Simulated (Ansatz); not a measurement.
# Elastic response of glassy Ga2O3 (175 atoms): runs compared

Aim: relax glassy Ga2O3 (175 atoms), then change its volume to read the bulk modulus from the stress.

Computed with Ansatz 0.2.0: Kohn-Sham DFT, PBE, PAW (set soft_1), plane waves.

## Step 1: The cell as built

The cell holds 175 atoms: 70 Ga and 105 O. Cell: a = 12.715 Å, b = 12.715 Å, c = 12.715 Å, α = 90.0°, β = 90.0°, γ = 90.0°. 175 atoms (70 Fe, 105 O) placed at random at 4.52 g/cm³, melted at 4500 K for 20 ps at fixed volume with the Morse and Coulomb pair potential with partial charges (Pedone, Malavasi, Menziani, Cormack and Segre, J. Phys. Chem. B 110, 11780 (2006)). Quenched from 4500 K to 300 K at 100 K/ps and fixed volume, held 5 ps. Then Fe was replaced by Ga (the potential has no terms for the new elements, so the cell is a start for a DFT relaxation).

Limits known from the start: The quench rate of 100 K/ps far exceeds what a furnace or splat quench reaches, so expect more defects and frozen-in strain than in a real sample. The starting topology of bonds comes from the classical model, and needn't be the one that DFT or experiment would give. Only the Γ point is sampled.

## Step 2: The reference run

The reference is a single point at the end of the relaxation.

Every strained cell starts from the geometry of this run, and its atoms are relaxed with the cell held.

Its input, with most atom lines left out:

```yaml
crystal:
  lattice:
    - [12.68914, 0.18977, 0.0219]
    - [0.18977, 12.47811, -0.02922]
    - [0.0219, -0.02922, 12.5051]
  atoms:
    - { symbol: Ga, position: [0.16365, 0.06664, 0.9759] }
    - { symbol: Ga, position: [0.89326, 0.01564, 0.254] }
    - { symbol: Ga, position: [0.3175, 0.48294, 0.18264] }
    - { symbol: Ga, position: [0.47042, 0.63442, 0.03935] }
    - { symbol: Ga, position: [0.23802, 0.24122, 0.14988] }
    - { symbol: Ga, position: [0.31154, 0.44082, 0.90336] }
    - { symbol: Ga, position: [0.35725, 0.82423, 0.20616] }
    [... atom lines 8 to 175 left out ...]
kpoints:
  mp_grid: { grid: [1, 1, 1] }
hamiltonian:
  xc: pbe
  pseudopotentials: { kind: paw, azcp: { folder: soft_1 } }
scf:
  occupations: { method: fermi_dirac, width: 0.025 }
output:
  forces: true
  stress: true
  populations: true
  dos:
    method: { smearing: { sigma: 0.1 } }
    de: 0.1
    projected: { site_lists: { Ga: [Ga], O: [O] } }
  eigenvalues: true
  write_density: true
  write_potential: true
  volumetric_format: npy
  elf: true
```

```
free energy per atom   : -1853.8750 eV/atom
r.m.s. force component : 0.00503 eV/Å
pressure               : -0.01716 GPa
```

Filled and empty levels are parted by 1.24 eV (at Γ alone); a semilocal functional tends to put such gaps too low. In a disordered cell it changes from sample to sample, and tail or defect levels can set it.

## Step 3: The runs

Each row is one run, on 4 threads of Arm Neoverse V2, shared host. The free energy is the program's total, comparable only between runs with the same functional, potentials and atoms.

```csv
run,atoms,outcome,"ionic steps, all passes",free energy (eV),time,host memory (GiB)
Single point at the start,175,converged,-,-324409.524,1.9 min,4.3
Cell and atoms relaxed,175,converged,20,-324428.122,30 min,4.4
Single point at the relaxed geometry,175,converged,-,-324428.122,2.8 min,4.3
Volume -3 %,175,converged,6,-324427.568,11 min,4.2
Volume +3 %,175,converged,9,-324427.644,16 min,4.4
Volume -6 %,175,converged,12,-324425.991,19 min,4.1
Volume +6 %,175,cut at the time limit,9,-324426.456,17 min,4.5
Volume -10 %,175,cut at the time limit,5,-324420.799,8.4 min,3.9
```

In some runs the program notes that the SCF threshold is loose for the stress.

## Step 4: Pressure against volume

Atoms are relaxed at each volume, in the scaled cell.

```csv
volume change (%),volume (Å³/atom),energy change (meV/atom),pressure (GPa),largest move on relaxing (Å),bonds,gap (eV)
-6,10.633,12.17,6.61,0.79,367,1.66
-3,10.972,3.16,3.10,0.22,357,1.56
+0,11.312,0.00,-0.02,-,354,1.24
+3,11.651,2.73,-2.43,0.38,339,1.08
```

## Step 5: What came out

The bulk modulus, from the slope of pressure against ln V over the three points nearest the relaxed volume, is 92.2 GPa; a quadratic over all points gives a pressure derivative of about 5.4. The count of bonds runs from 339 to 367 over the series, so at some points contacts cross the cutoffs. At -6 % some atom moved by over 0.5 Å on relaxing, so that point may sit in another local minimum. The gap goes from 1.66 eV at the smallest volume to 1.08 eV at the largest, -6.7 eV per unit of ln V by a straight line, on the run's k-points.

Caveats: Strains are finite and relaxations stop at the force tolerance of the input, which can leave moduli too stiff; they are those of a static cell at zero temperature. Volumes are changed with the cell's shape held, so in an anisotropic solid the modulus lies over the one under free hydrostatic load. The program notes that the SCF threshold of the relaxations is loose for the stress.

The DFT runs together took 1.8 h of wall time.

[Logs are printed without paths, hosts, clocks, repeated set-up lines and the standing remarks that a program may print on its own settings, such as how far it seeks lower states.]

[Hosts, paths, dates, database ids (printed as entryN), source tags and the programs' standing remarks are cut or masked in the printed files.]
